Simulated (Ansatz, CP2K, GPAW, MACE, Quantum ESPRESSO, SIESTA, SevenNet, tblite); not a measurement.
**CP2K on amorphous SnO2 (72 atoms): settings against a plane-wave reference**

How do the settings of CP2K change the result for amorphous SnO2 (72 atoms)? A plane-wave run serves as the yardstick.

Program: CP2K 2026.2. Level of theory: the method is named at each step. Results are calculated unless marked as measured.

**1. Set-up**

The cell holds 72 atoms: 24 Sn and 48 O. Cell: a = 9.851 Å, b = 9.851 Å, c = 9.851 Å, α = 90.0°, β = 90.0°, γ = 90.0°. 72 atoms (24 Sn, 48 O) placed at random at 6.03 g/cm³, melted at 5000 K for 10 ps at fixed volume with the Morse and Coulomb pair potential with partial charges (Pedone, Malavasi, Menziani, Cormack and Segre, J. Phys. Chem. B 110, 11780 (2006)). Quenched from 5000 K to 300 K at 50 K/ps and fixed volume, held 10 ps at zero pressure, then minimised at fixed cell. Then every atom was moved at random, 0.02 Å r.m.s. a Cartesian component.

The yardstick, on the same geometry:

* method: Kohn-Sham DFT, PBE, SSSP efficiency 1.3.0 pseudopotentials, plane waves (Quantum ESPRESSO 7.5); sssp-pbe-1.3.0-efficiency, cutoffs 60/480 Ry, Γ point
* r.m.s. force component: 0.686 eV/Å
* longest force: 2.589 eV/Å
* pressure: 8.505 GPa
* time: 2.3 min on 4 MPI ranks of Arm Neoverse V2, shared host
* CPU time: 9.4 min

**2. PBE, DZVP-UZH, 600/50 Ry, diagonalisation**

Method: Kohn-Sham DFT, PBE, GTH-PBE pseudopotentials, Gaussian and plane waves, DZVP-MOLOPT (UZH set), diagonalisation.

The input, input.inp:

```
&GLOBAL
  PROJECT cell
  RUN_TYPE ENERGY_FORCE
  PRINT_LEVEL LOW
&END GLOBAL
&FORCE_EVAL
  METHOD QS
  STRESS_TENSOR ANALYTICAL
  &DFT
    BASIS_SET_FILE_NAME BASIS_MOLOPT_UZH
    POTENTIAL_FILE_NAME POTENTIAL_UZH
    &MGRID
      CUTOFF 600
      REL_CUTOFF 50
      NGRIDS 5
    &END MGRID
    &QS
      EPS_DEFAULT 1.0E-12
    &END QS
    &SCF
      SCF_GUESS ATOMIC
      EPS_SCF 5.0E-06
      MAX_SCF 200
      ADDED_MOS 14
      &DIAGONALIZATION
        ALGORITHM STANDARD
      &END DIAGONALIZATION
      &SMEAR ON
        METHOD FERMI_DIRAC
        ELECTRONIC_TEMPERATURE [K] 580
      &END SMEAR
      &MIXING
        METHOD BROYDEN_MIXING
        ALPHA 0.3
        NBROYDEN 12
      &END MIXING
      &PRINT
        &RESTART OFF
        &END RESTART
      &END PRINT
    &END SCF
    &XC
      &XC_FUNCTIONAL PBE
      &END XC_FUNCTIONAL
    &END XC
    &PRINT
      &MULLIKEN ON
      &END MULLIKEN
      &HIRSHFELD ON
        SHAPE_FUNCTION DENSITY
      &END HIRSHFELD
      &MO ON
        EIGENVALUES T
        OCCUPATION_NUMBERS T
        MO_INDEX_RANGE 181 204
        &EACH
          QS_SCF 0
        &END EACH
        ADD_LAST NUMERIC
      &END MO
    &END PRINT
  &END DFT
  &SUBSYS
    &CELL
      A 9.85089 0.00000 0.00000
      B 0.00000 9.85089 0.00000
      C 0.00000 0.00000 9.85089
    &END CELL
    &COORD
      SCALED
      Sn 0.73259 0.67325 0.33158
      Sn 0.04863 0.22003 0.43277
      Sn 0.50783 0.17790 0.09886
      Sn 0.77306 0.46387 0.57745
      Sn 0.22183 0.69990 0.38967
      Sn 0.49325 0.72237 0.59755
      Sn 0.97942 0.20499 0.94457
      Sn 0.20718 0.46886 0.75049
      Sn 0.20774 0.03425 0.17557
      Sn 0.58124 0.99520 0.47577
      Sn 0.82896 0.02814 0.23825
      Sn 0.98042 0.72669 0.12158
      Sn 0.83415 0.54013 0.93790
      Sn 0.99120 0.69445 0.63893
      Sn 0.25552 0.80464 0.89303
      Sn 0.36881 0.29595 0.43957
      Sn 0.49872 0.85875 0.12731
      Sn 0.20580 0.98354 0.59947
      Sn 0.46783 0.54265 0.05903
      Sn 0.11795 0.42367 0.18037
      Sn 0.78801 0.92633 0.86995
      Sn 0.81299 0.13958 0.62248
      Sn 0.52413 0.38493 0.77588
      Sn 0.75397 0.37205 0.20353
      O 0.87478 0.54117 0.73942
      O 0.57542 0.96607 0.27597
      O 0.38134 0.01685 0.06696
      O 0.36187 0.37378 0.63644
      O 0.63928 0.92030 0.99705
      O 0.36208 0.19474 0.24542
      O 0.85533 0.74076 0.96285
      O 0.70051 0.17430 0.17445
      O 0.36596 0.47515 0.87806
      O 0.89312 0.83833 0.72276
      O 0.63179 0.52220 0.92562
      O 0.39860 0.91405 0.54757
      O 0.52691 0.19226 0.47289
      O 0.08847 0.32608 0.81840
      O 0.84332 0.34477 0.99911
      O 0.85177 0.82259 0.24914
      O 0.55838 0.38467 0.14332
      O 0.66357 0.99726 0.66869
      O 0.39474 0.74849 0.75818
      O 0.03999 0.06244 0.28960
      O 0.12669 0.85127 0.05540
      O 0.86392 0.63570 0.48739
      O 0.38316 0.63080 0.45944
      O 0.51489 0.24348 0.91358
      O 0.12863 0.81043 0.53052
      O 0.23757 0.15011 0.49813
      O 0.13347 0.22057 0.08723
      O 0.69380 0.31316 0.68656
      O 0.91007 0.03400 0.04815
      O 0.13477 0.67060 0.80352
      O 0.28029 0.86672 0.28556
      O 0.78126 0.06717 0.43350
[... 12 atom lines left out ...]
      O 0.62857 0.78852 0.47161
      O 0.90106 0.31442 0.53701
      O 0.38552 0.73193 0.02550
      O 0.18453 0.36348 0.36839
    &END COORD
    &KIND Sn
      BASIS_SET DZVP-MOLOPT-PBE-GTH-q4
      POTENTIAL GTH-PBE-q4
    &END KIND
    &KIND O
      BASIS_SET DZVP-MOLOPT-PBE-GTH-q6
      POTENTIAL GTH-PBE-q6
    &END KIND
  &END SUBSYS
  &PRINT
    &FORCES ON
    &END FORCES
    &STRESS_TENSOR ON
    &END STRESS_TENSOR
  &END PRINT
&END FORCE_EVAL
```

The run is started by

```
OMP_NUM_THREADS=1 mpirun -np 4 cp2k.psmp -i input.inp > output.txt
```

Numbers of over 12 decimals in the logs are rounded to 6 here.

The program printed:

```text
CP2K| version string:                                       CP2K version 2026.2
 CP2K| Input file name                                                 input.inp
 GLOBAL| Basis set file name                                    BASIS_MOLOPT_UZH
 GLOBAL| Potential file name                                       POTENTIAL_UZH
 GLOBAL| Run type                                                   ENERGY_FORCE
 GLOBAL| Total number of message passing processes                             4
 GLOBAL| Number of threads for this process                                    1
 TOTAL NUMBERS AND MAXIMUM NUMBERS
  Total number of            - Atomic kinds:                                   2
                             - Atoms:                                         72
                             - Shell sets:                                    72
                             - Shells:                                       360
                             - Primitive Cartesian functions:                336
                             - Cartesian basis functions:                   1008
                             - Spherical basis functions:                    936
  Maximum angular momentum of- Orbital basis functions:                        2
                             - Local part of the GTH pseudopotential:          2
                             - Non-local part of the GTH pseudopotential:      4
 SCF PARAMETERS         Density guess:                                    ATOMIC
                        max_scf:                                             200
                        eps_scf:                                        5.00E-06
                        added MOs                                        14    0
                        Mixing method:                            BROYDEN_MIXING
                                                charge density mixing in g-space
                        Smear method:                                FERMI_DIRAC
                        Electronic temperature [K]:                        580.0
                        Electronic temperature [a.u.]:                  1.84E-03
                        Accuracy threshold:                             1.00E-10
 Extrapolation method: initial_guess
 Number of electrons:                                                        384
 Number of occupied orbitals:                                                192
 Number of molecular orbitals:                                               206
 Number of orbital functions:                                                936
 Number of independent orbital functions:                                    936
 SCF WAVEFUNCTION OPTIMIZATION
  Step     Update method      Time    Convergence         Total energy    Change
     1 NoMix/Diag. 0.30E+00    2.3     1.73797527      -855.3079234194 -8.55E+02
     2 Broy./Diag. 0.30E+00    3.0     0.22295605      -778.8926643024  7.64E+01
     3 Broy./Diag. 0.30E+00    3.1     0.13706552      -846.6271460387 -6.77E+01
     4 Broy./Diag. 0.30E+00    3.0     0.07210103      -855.4572820204 -8.83E+00
[...]
16 Broy./Diag. 0.30E+00    3.1     0.00000597      -852.9273218831  1.11E-04
    17 Broy./Diag. 0.30E+00    3.1     0.00000451      -852.9273127486  9.13E-06
  *** SCF run converged in    17 steps ***
  Electronic density on regular grids:       -384.0000000000        0.0000000000
  Core density on regular grids:              383.9999999994       -0.0000000006
  Total charge density on r-space grids:       -0.0000000005
  Total charge density g-space grids:          -0.0000000005
  Overlap energy of the core charge distribution:               5.7013e-06
  Self energy of the core charge distribution:              -2173.048637
  Core Hamiltonian energy:                                    613.588686
  Hartree energy:                                             903.008349
  Exchange-correlation energy:                               -196.472841
  Electronic entropic energy:                                  -0.00287426
  Fermi energy:                                                 0.153937
  Total energy:                                              -852.927313
  Total energy (extrapolated to T->0):                       -852.925876
 MO| EIGENVALUES AND OCCUPATION NUMBERS
 MO|
 MO|  Index      Eigenvalue [a.u.]        Eigenvalue [eV]             Occupation
 MO|    181               0.130767               3.558362               1.999993
 MO|    182               0.131566               3.580082               1.999990
 MO|    183               0.133258               3.626135               1.999974
[...]
MO|    203               0.299312               8.144699               0.000000
 MO|    204               0.302973               8.244302               0.000000
 MO| Sum:                                                             384.000000
 MO| E(Fermi):            0.153937 a.u.          4.188834 eV
 !-----------------------------------------------------------------------------!
                     Mulliken Population Analysis
 #  Atom  Element  Kind  Atomic population                           Net charge
       1     Sn       1          1.911107                              2.088893
       2     Sn       1          2.095530                              1.904470
       3     Sn       1          1.955228                              2.044772
[...]
71     O        2          7.068511                             -1.068511
      72     O        2          7.000870                             -1.000870
 # Total charge                            384.000000                 -0.000000
 !-----------------------------------------------------------------------------!
 !-----------------------------------------------------------------------------!
                           Hirshfeld Charges
  #Atom  Element  Kind  Ref Charge     Population                    Net charge
      1       Sn     1       4.000          3.356                         0.644
      2       Sn     1       4.000          3.375                         0.625
      3       Sn     1       4.000          3.334                         0.666
[...]
71       O      2       6.000          6.281                        -0.281
     72       O      2       6.000          6.283                        -0.283
  Total Charge                                                           -0.000
 !-----------------------------------------------------------------------------!
 ENERGY| Total FORCE_EVAL ( QS ) energy [hartree]           -852.927272
 FORCES| Atomic forces [hartree/bohr]
 FORCES|   Atom     x               y               z               |f|
 FORCES|      1 -1.88596369E-02 -1.06222614E-02  3.60088199E-03   2.19427595E-02
 FORCES|      2 -3.09692882E-03  3.35096194E-03 -7.38103343E-03   8.67753240E-03
 FORCES|      3 -6.87856024E-03  3.18528359E-02  2.52432467E-03   3.26847053E-02
[...]
FORCES|     71 -8.66982741E-04 -5.73294746E-03  1.82064329E-03   6.07725988E-03
 FORCES|     72 -2.03749779E-03  1.16706134E-02  9.80613286E-03   1.53790395E-02
 FORCES| Sum    -9.90266877E-03 -3.11104190E-03  6.22632421E-03
 FORCES| Total atomic force                                       1.21040714E-02
 STRESS| Analytical stress tensor [bar]
 STRESS|                        x                   y                   z
 STRESS|      x        1.11641514312E+05   2.66416197056E+03   3.26327181889E+03
 STRESS|      y        2.66416197056E+03   1.21293303313E+05  -6.66271413184E+03
 STRESS|      z        3.26327181889E+03  -6.66271413184E+03   1.31175845931E+05
 STRESS| 1/3 Trace                                             1.21370221185E+05
```

Run time: 63 s. Hardware: 4 MPI ranks of Arm Neoverse V2, shared host; peak memory 4.7 GiB.

Banners, paths, timers and routine set-up lines are dropped from the logs unmarked, and long logs keep their key lines alone; longer cuts are marked.

Against the reference:

| Item | Value |
| --- | --- |
| r.m.s. force component | 0.7079 eV/Å |
| r.m.s. difference of force components | 128.3 meV/Å |
| longest difference of force vectors | 536.2 meV/Å |
| force difference over r.m.s. force | 18.71 % |
| slope of forces against the reference's | 1.015 |
| correlation of force components | 0.9835 |
| pressure | 12.14 GPa |
| pressure difference | 3.632 GPa |

Length of the force difference by element (eV/Å):

```tsv
element	atoms	mean	most
O	48	0.17	0.33
Sn	24	0.26	0.54
```

Local excerpt of 9 atoms (numbers count through the whole input) about O68, which has 4 bonded neighbours where the commonest count for O is 3; x, y, z are measured from there.

```tsv
atom	x	y	z	distance (Å)	bonds	Hirshfeld charge (e)	Fx	Fy	Fz (eV/Å)
O68	0.00	0.00	0.00	0.00	4	-0.32	0.53	1.08	-0.62
Sn24	-0.59	-1.89	0.33	2.00	6	0.61	0.36	-0.39	0.27
Sn1	-0.80	1.08	1.59	2.08	6	0.64	-0.97	-0.55	0.19
Sn13	0.20	-0.23	-2.29	2.31	6	0.62	-0.20	-0.69	-0.83
Sn12	1.65	1.61	-0.48	2.35	6	0.62	1.40	0.03	-0.55
O63	-1.11	-0.98	2.11	2.58	3	-0.32	-1.35	-0.05	-0.06
O62	2.18	-0.23	-1.38	2.59	3	-0.31	0.06	0.40	-0.86
O66	-2.38	1.16	0.28	2.66	3	-0.32	-0.47	-0.43	-0.20
O40	0.38	2.55	0.78	2.69	3	-0.28	-0.02	0.79	0.41
```

Forces lie 19 % from the reference's, at 0.45 times its CPU time.

The forces add up to 0.62 eV/Å instead of zero, usually a sign of too coarse a grid.

**3. PBE, SZV-MOLOPT-SR, 600/50 Ry, diagonalisation**

Method: Kohn-Sham DFT, PBE, GTH-PBE pseudopotentials, Gaussian and plane waves, SZV-MOLOPT-SR-GTH, diagonalisation.

input.inp, as its differences from that of step 2:

```diff
@@ -9,4 +9,4 @@
   &DFT
-    BASIS_SET_FILE_NAME BASIS_MOLOPT_UZH
-    POTENTIAL_FILE_NAME POTENTIAL_UZH
+    BASIS_SET_FILE_NAME BASIS_MOLOPT
+    POTENTIAL_FILE_NAME GTH_POTENTIALS
     &MGRID
@@ -69,7 +69,30 @@
     &COORD
-      SCALED
-[... 72 atom lines left out: the same atoms as in the first run ...]
+      Sn 7.21666 6.63211 3.26636
+      Sn 0.47905 2.16749 4.26317
+      Sn 5.00258 1.75247 0.97386
+      Sn 7.61533 4.56953 5.68840
+      Sn 2.18522 6.89464 3.83860
+      Sn 4.85895 7.11599 5.88640
+      Sn 9.64816 2.01933 9.30486
+      Sn 2.04091 4.61869 7.39299
+      Sn 2.04642 0.33739 1.72952
+      Sn 5.72573 9.80361 4.68676
+      Sn 8.16599 0.27720 2.34697
+      Sn 9.65801 7.15854 1.19767
+      Sn 8.21712 5.32076 9.23915
+      Sn 9.76420 6.84095 6.29403
+      Sn 2.51710 7.92642 8.79714
+      Sn 3.63311 2.91537 4.33016
+      Sn 4.91284 8.45945 1.25412
+      Sn 2.02731 9.68874 5.90531
+      Sn 4.60854 5.34559 0.58150
+      Sn 1.16191 4.17353 1.77681
+[... 48 atom lines left out ...]
+      O 6.19197 7.76762 4.64578
+      O 8.87624 3.09732 5.29003
+      O 3.79772 7.21016 0.25120
+      O 1.81778 3.58060 3.62897
     &END COORD
     &KIND Sn
-      BASIS_SET DZVP-MOLOPT-PBE-GTH-q4
+      BASIS_SET SZV-MOLOPT-SR-GTH-q4
       POTENTIAL GTH-PBE-q4
@@ -77,3 +100,3 @@
     &KIND O
-      BASIS_SET DZVP-MOLOPT-PBE-GTH-q6
+      BASIS_SET SZV-MOLOPT-SR-GTH-q6
       POTENTIAL GTH-PBE-q6
```

The run is started by

```
OMP_NUM_THREADS=2 cp2k.psmp -i input.inp > output.txt
```

The program printed:

```text
CP2K| version string:                                       CP2K version 2026.2
 CP2K| Input file name                                                 input.inp
 GLOBAL| Basis set file name                                        BASIS_MOLOPT
 GLOBAL| Potential file name                                      GTH_POTENTIALS
[... lines left out ...]
 Number of electrons:                                                        384
[... lines left out ...]
  Step     Update method      Time    Convergence         Total energy    Change
[... lines left out ...]
  *** SCF run converged in    30 steps ***
[... lines left out ...]
  Fermi energy:                                                 0.198289
  Total energy:                                              -850.566636
  Total energy (extrapolated to T->0):                       -850.562580
[... lines left out ...]
 MO| E(Fermi):            0.198289 a.u.          5.395722 eV
[... lines left out ...]
 ENERGY| Total FORCE_EVAL ( QS ) energy [hartree]           -850.566595
[... lines left out ...]
 FORCES|      1 -2.12074556E-02 -5.73998143E-03  5.88129716E-03   2.27440809E-02
 FORCES|      2 -4.75520446E-03  9.28645891E-03 -1.57476486E-02   1.88901753E-02
 FORCES|      3  8.56866746E-04  2.64013965E-02 -4.28308587E-04   2.64187700E-02
[...]
FORCES|     71 -3.09922550E-03 -1.44715989E-02 -3.34671352E-04   1.48035258E-02
 FORCES|     72 -3.32028931E-03  1.55591439E-02  8.48509574E-03   1.80307551E-02
 FORCES| Sum    -1.27235381E-02 -4.81791651E-03  6.11160163E-03
 FORCES| Total atomic force                                       1.49148388E-02
 STRESS| Analytical stress tensor [bar]
 STRESS|                        x                   y                   z
 STRESS|      x        2.18376844982E+05   1.32745573673E+02   3.47664690129E+03
 STRESS|      y        1.32745573673E+02   2.20914002541E+05  -1.31553808151E+04
 STRESS|      z        3.47664690129E+03  -1.31553808151E+04   2.32349825632E+05
 STRESS| 1/3 Trace                                             2.23880224385E+05
```

The job ended after 2.5 min (2 threads; peak memory 2.8 GiB; 4.5 min of CPU time).

Compared with the plane-wave run:

- r.m.s. force component: 0.8222 eV/Å
- r.m.s. difference of force components: 325.6 meV/Å
- longest difference of force vectors: 1489 meV/Å
- force difference over r.m.s. force: 47.46 %
- slope of forces against the reference's: 1.106
- correlation of force components: 0.9225
- pressure: 22.39 GPa
- pressure difference: 13.88 GPa

This is a coarse setting, run to see what it loses.

Against the first run (19 %), the force difference from the reference is 47 %, at 1.1 times the CPU time (on 2 against 4 cores) (30 SCF steps against 17), with 288 basis functions against 936; this set comes with other potentials too, so the change isn't the basis's alone.

The forces add up to 0.77 eV/Å instead of zero, usually a sign of too coarse a grid.

**4. Side by side**

Differences are against the plane-wave reference, forces as r.m.s. over components; share is that over the reference's r.m.s. force, slope the least-squares factor from reference forces to these. Total energies of different programs have different zeros and aren't compared.

```tsv
run	Δ force, r.m.s. (meV/Å)	share (%)	slope	Δ pressure (GPa)	cores	CPU time	memory (GiB)
reference	-	-	-	-	4	9.4 min	3.0
CP2K PBE, DZVP-UZH, 600/50 Ry, diagonalisation	128	18.7	1.015	3.63	4	4.2 min	4.7
CP2K PBE, SZV-MOLOPT-SR, 600/50 Ry, diagonalisation (coarse)	326	47.5	1.106	13.9	2	4.5 min	2.8
```

Rows marked coarse were listed beforehand as settings not expected to be converged; some can still land near the reference.

CPU time is summed over cores on a shared host, where runs went side by side, so it is rough. Symmetry, cutoffs, thresholds, outputs and thread counts weren't matched or tuned between programs; memory under MPI is the largest rank's times the ranks.

**5. Results**

- nearest in forces: CP2K PBE, DZVP-UZH, 600/50 Ry, diagonalisation, 19 %
- its CPU time: 4.2 min

**Reading.** The PBE run in local orbitals, coarse settings apart, differs by 19 % (CP2K PBE, DZVP-UZH, 600/50 Ry, diagonalisation); basis, grid and potentials can all enter. Runs with settings chosen to be coarse differ by 47 % (CP2K PBE, SZV-MOLOPT-SR, 600/50 Ry, diagonalisation), their programs' other errors included. Of the electronic-structure runs that take under half the reference's CPU time, CP2K PBE, DZVP-UZH, 600/50 Ry, diagonalisation comes nearest, at 19 % in 4.2 min against 9.4 min; its pressure misses by +3.6 GPa. In pressure, CP2K PBE, SZV-MOLOPT-SR, 600/50 Ry, diagonalisation misses by +13.9 GPa, at the same functional. The potentials hold different valence shells: 624 electrons in the reference, 384 in CP2K with SZV-MOLOPT-SR; this bears on time and differences. The reference's pressure holds the uncorrected Pulay stress of its 60 Ry basis, so small pressure differences, and their order, may be the reference's own error. The quench rate of 50 K/ps is many orders above laboratory rates, so the cell is likely richer in defects and strain than a real sample. The network of bonds at the start is that of the classical potential that made the cell, and needn't be the one that DFT or experiment would give. The electronic-structure runs sample only Γ, in a cell whose shortest periodic width is 10 Å.

[Also dropped from logs without a mark: logging warnings of Python, and SIESTA's first energy breakdown and zero terms.]

[Logs are printed without paths, hosts, clocks, repeated set-up lines and the standing remarks that a program may print on its own settings, such as how far it seeks lower states.]

[Hosts, paths, dates, database ids (printed as entryN), source tags and the programs' standing remarks are cut or masked in the printed files.]
